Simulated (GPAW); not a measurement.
# Core-hole calculation of the O K edge in SrNbO3 (Pm-3m), part 3 of 3

Aim: the near-edge shape at the O K edge of SrNbO3 (Pm-3m), and what the core hole does to it.

GPAW 26.7.0; X-ray absorption from dipole matrix elements to empty bands, plane-wave PAW LDA.

So far. Step 5 (Spectrum with XCH, O atom 3): Main maxima below 24 eV (height): 0.8 eV (1.99), 3.4 eV (2.30), 10.2 eV (1.29) and 16.2 eV (1.03).  Step 5 (Spectrum with XCH, O atom 3): The total-energy difference is 535.30 eV. One term is added: -8.83 eV, since the hole is spin-paired here and a spin-polarised one costs that much less in the free atom (computed apart). The photon energy is then 526.47 eV.

## (8) Spectrum with XCH, O atom 3

Another set-up is tried: mixing parameter to 0.9 and limit of SCF steps to 50.

Contents of xas.py:

```python
import numpy as np
from ase import Atoms
from ase.parallel import parprint, paropen
from gpaw import GPAW, PW, FermiDirac, Mixer, MixerDif, setup_paths
from gpaw.test import gen
setup_paths.insert(0, '.')
gen('O', name='fch1s', xcname='LDA', corehole=(1, 0, 1), write_xml=True)
from gpaw.mpi import world
world.barrier()

atoms = Atoms('Nb4Sr4O12',
    cell=[[4.06968976, 4.06968976, 4.06968976],
     [-4.06968976, 4.06968976, -4.06968976],
     [-4.06968976, 4.06968976, 4.06968976]],
    scaled_positions=[[0, 0, 0],
     [0.5, 0.5, 0],
     [0, 0.5, 0.5],
     [0.5, 0, 0.5],
     [0.5, 0, 0],
     [0, 0.5, 0],
     [0.5, 0.5, 0.5],
     [0, 0, 0.5],
     [0.25, 0, 0.75],
     [0.75, 0.5, 0.75],
     [0.25, 0.5, 0.25],
     [0.75, 0, 0.25],
     [0, 0.75, 0.25],
     [0.5, 0.25, 0.25],
     [0, 0.25, 0.75],
     [0.5, 0.75, 0.75],
     [0.25, 0.25, 0],
     [0.75, 0.75, 0],
     [0.25, 0.75, 0.5],
     [0.75, 0.25, 0.5]],
    pbc=True)
atoms.calc = calc = GPAW(legacy_gpaw=True, mode=PW(500), xc='LDA', setups={8: 'fch1s'},
    kpts={'size': (4, 4, 4), 'gamma': True}, occupations=FermiDirac(0.1),
    charge=-1, mixer=Mixer(0.9, 5, 50), maxiter=50,
    convergence={'density': 0.0001}, txt='scf.txt')
energy = atoms.get_potential_energy() + calc.get_reference_energy()
ef = calc.get_fermi_level()
out = dict(energy=energy, fermi=ef, forces=atoms.get_forces().tolist())
parprint(f'all-electron energy {energy:.4f} eV, Fermi level {ef:.4f} eV')
ev = np.array([[calc.get_eigenvalues(k, s) for k in range(len(calc.get_ibz_k_points()))] for s in range(calc.get_number_of_spins())])
out['homo'], out['lumo'], out['counts'] = ev[ev < ef].max(), ev[ev > ef].min(), sorted(set((ev < ef).sum((0, 2)).tolist()))
out['filled'] = (ev[:, 0] < ef).sum(1).tolist()

from ase.units import Ha
from gpaw.xas import dipole_matrix_elements
nb = int(calc.get_number_of_electrons() / 2) + 183
top, nb = nb, nb + 8 + nb // 12
nscf = calc.fixed_density(kpts={'size': (4, 4, 4), 'gamma': True}, nbands=nb,
    convergence={'bands': top, 'eigenstates': 1e-5}, maxiter=60, txt='nscf.txt')
cell = atoms.cell.array
ops = [cell.T @ U.T @ np.linalg.inv(cell.T) for U in nscf.wfs.kd.symmetry.op_scc]
E = np.arange(-6, 34, 0.1)
fwhm = np.interp(E, [4, 25], [0.9, 3.5])
Y, X, zero, highest = 0, 0, 1e9, 1e9
for spin in range(nscf.get_number_of_spins()):
    wfs = nscf.wfs
    A = dipole_matrix_elements(wfs.setups[8])
    eps = np.zeros((wfs.kd.nibzkpts, nb))
    d = np.zeros((3, A.shape[1], wfs.kd.nibzkpts, nb), complex)
    for kpt in wfs.kpt_u:
        if kpt.s == spin and 8 in kpt.P_ani:
            eps[kpt.k] = kpt.eps_n * Ha
            d[:, :, kpt.k] = (kpt.weight * wfs.nspins / 2) ** 0.5 * np.inner(A, kpt.P_ani[8])
    world.sum(eps)
    world.sum(d)
    T = np.einsum('amkn,bmkn->abkn', d, d.conj()).real
    T = sum(np.einsum('ai,ijkn,bj->abkn', R, T, R) for R in ops) / len(ops)
    empty = eps > ef
    zero, highest = min(zero, eps[empty].min()), min(highest, eps[:, top - 1].min())
    lines = [(eps, T, empty)] if spin == 0 else lines + [(eps, T, empty)]
for eps, T, empty in lines:
    f = np.einsum('aakn->akn', T).reshape(3, -1)
    x = eps.ravel() - zero
    w = np.interp(x, E, fwhm) / 2.35482
    g = np.exp(-0.5 * ((E[:, None] - x) / w) ** 2) / (w * (2 * np.pi) ** 0.5)
    Y = Y + (f * empty.ravel()) @ g.T
    X = X + (f * ~empty.ravel()) @ g.T
out.update(E=E.round(2).tolist(), xas=Y.tolist(), xes=X.tolist(), zero=zero, valid=highest - zero, nk=len(eps), nb=nb)
for i in range(0, len(E), 10):
    parprint(f'{E[i]:7.2f}', *(f'{v:10.3e}' for v in Y[:, i]))
import json
with paropen('out.json', 'w') as f:
    json.dump(out, f)
```

Started as:

```sh
$ OMP_NUM_THREADS=1 mpirun -n 4 gpaw python xas.py
```

Numbers of over 12 decimals in the logs are rounded to 6 here.

The program printed:

```text
Input parameters:
  charge: -1
  convergence: {density: 0.0001}
  kpts: {gamma: True,
         size: (4, 4, 4)}
  maxiter: 50
  mixer: {backend: pulay,
          beta: 0.9,
          method: separate,
          nmaxold: 5,
          weight: 50}
  mode: {ecut: 500.0,
         name: pw}
  occupations: {fixmagmom: False,
                name: fermi-dirac,
                width: 0.1}
  setups: {8: fch1s}

Initialize ...

[...]
*p    :    -0.067100
*d    :     0.000000
--------------------------------

Diagonalizing with gridspacing h=0.050

state   all-electron     PAW
-------------------------------
2s:      -1.594915    -1.596334
2p:      -1.067100    -1.073375
*d:                   -0.060686
*f:                   -0.013559
-------------------------------
all-electron energy -784748.4267 eV, Fermi level 9.5708 eV
[...]
32.00  1.097e-04  4.628e-05  4.628e-05
  33.00  8.871e-05  3.764e-05  3.764e-05
[key lines of the parts left out:]
Converged after 20 iterations.
Dipole moment: (-0.469085, 0.000000, 0.000000) |e|*Ang
Free energy:   -195.249274
Fermi level: 9.57084
```

Elapsed: 7.4 min, on 4 MPI ranks of Arm Neoverse V1, shared host; peak memory 0.72 GiB.

The risk here was that the mixing parameter is far too large, yet the run reaches the same energy as before to within 5 meV: the setting changed the path, not the result.

This run also has another mesh (4×4×4 against 6×6×6), so the 2 % r.m.s. difference can't be laid on the changed setting alone. The highest intensity below 16 eV goes from 3.4 eV (2.30) to 3.3 eV (2.31).

## (9) With and without the hole

Both curves are counted from their own zero, so only the shift of weight within the empty states shows.

```csv
E (eV),no hole,XCH
-2.0,0.00,0.00
-1.0,0.01,0.00
0.0,0.53,0.63
1.0,1.62,1.77
2.0,0.79,0.53
3.0,0.86,2.01
4.0,1.69,1.94
5.0,2.02,1.42
6.0,1.45,1.24
7.0,1.19,0.97
8.0,0.92,0.68
9.0,0.71,0.84
10.0,0.99,1.27
11.0,1.31,1.03
12.0,0.98,0.58
13.0,0.66,0.44
14.0,0.52,0.52
15.0,0.56,0.82
16.0,0.77,1.03
17.0,0.88,0.94
18.0,0.79,0.71
19.0,0.65,0.55
20.0,0.52,0.46
21.0,0.40,0.40
22.0,0.33,0.40
23.0,0.33,0.47
24.0,0.37,0.58
25.0,0.45,0.70
26.0,0.53,0.84
27.0,0.63,1.00
28.0,0.75,1.16
29.0,0.89,1.30
30.0,1.01,1.35
31.0,1.06,1.25
```

With each curve scaled to its own mean, the area from −2 to 6 eV with the hole is 8.9 against 8.2, and the centre of weight from −1 to 20 eV moves by -0.3 eV (first and strongest maxima below 20 eV: 1.2 eV (1.72), 5.0 eV (2.02) and 11.0 eV (1.31) without the hole, 0.8 eV (1.99), 3.4 eV (2.30) and 10.2 eV (1.29) with it); the shape changes all the same, by 34 % r.m.s.

## (10) Outcome

```yaml
absorber_and_edge: O K, atom 3 of the ground-state input (counted from 1)
surroundings: 2 Nb at 2.03 Å (linear, site symmetry 4/mmm)
highest_intensity_below_16_ev: 3.4 eV above the zero, height 2.30
photon_energy_of_the_zero_with_the_added_terms: 526.5 eV (raw 535.3 eV; LDA puts this hole about 4 eV below PBE, itself good to a few eV)
```

**Reading.** The O K edge of atom 3, with 2 Nb at 2.03 Å (linear, site symmetry 4/mmm), has its highest intensity of the first 16 eV at 3.4 eV above the zero, near 530 eV in photon energy (LDA puts this hole about 4 eV below PBE, itself good to a few eV), 2.3 times the mean level of the first 20 eV (Gaussian full width 0.9 eV up to 4 eV, rising linearly to 3.5 eV at 25 eV). With each curve scaled to its own mean, the area from −2 to 6 eV with the hole is 8.9 against 8.2, and the centre of weight from −1 to 20 eV moves by -0.3 eV (first and strongest maxima below 20 eV: 1.2 eV (1.72), 5.0 eV (2.02) and 11.0 eV (1.31) without the hole, 0.8 eV (1.99), 3.4 eV (2.30) and 10.2 eV (1.29) with it); the shape changes all the same, by 34 % r.m.s. A cell with holes 4.1 Å apart changes the curve by 26 % r.m.s. (24 % after the best shift). 1 further run of this session is left out of this account as redundant. The primitive cell holds an odd number of electrons, so a spin-paired run has to come out metallic; that is right for a metal, but some such compounds are magnetic or distorted insulators. The structure is a computed Materials Project entry and may be a hypothetical form.

[Banner, clock and machine lines of the logs are left out without a mark of their own.]

[Logs are printed without paths, hosts, clocks, repeated set-up lines and the standing remarks that a program may print on its own settings, such as how far it seeks lower states.]

[Hosts, paths, dates, database ids (printed as entryN), source tags and the programs' standing remarks are cut or masked in the printed files.]

[Lists of maxima count a maximum above −3 eV only where it reaches 4 % of the highest in the window and stands out from its surroundings by 2 % of it (1.5 % where it reaches 55 %); shoulders and weaker maxima are passed over, and of the rest the first, up to two pre-edge ones and the few strongest are named.]
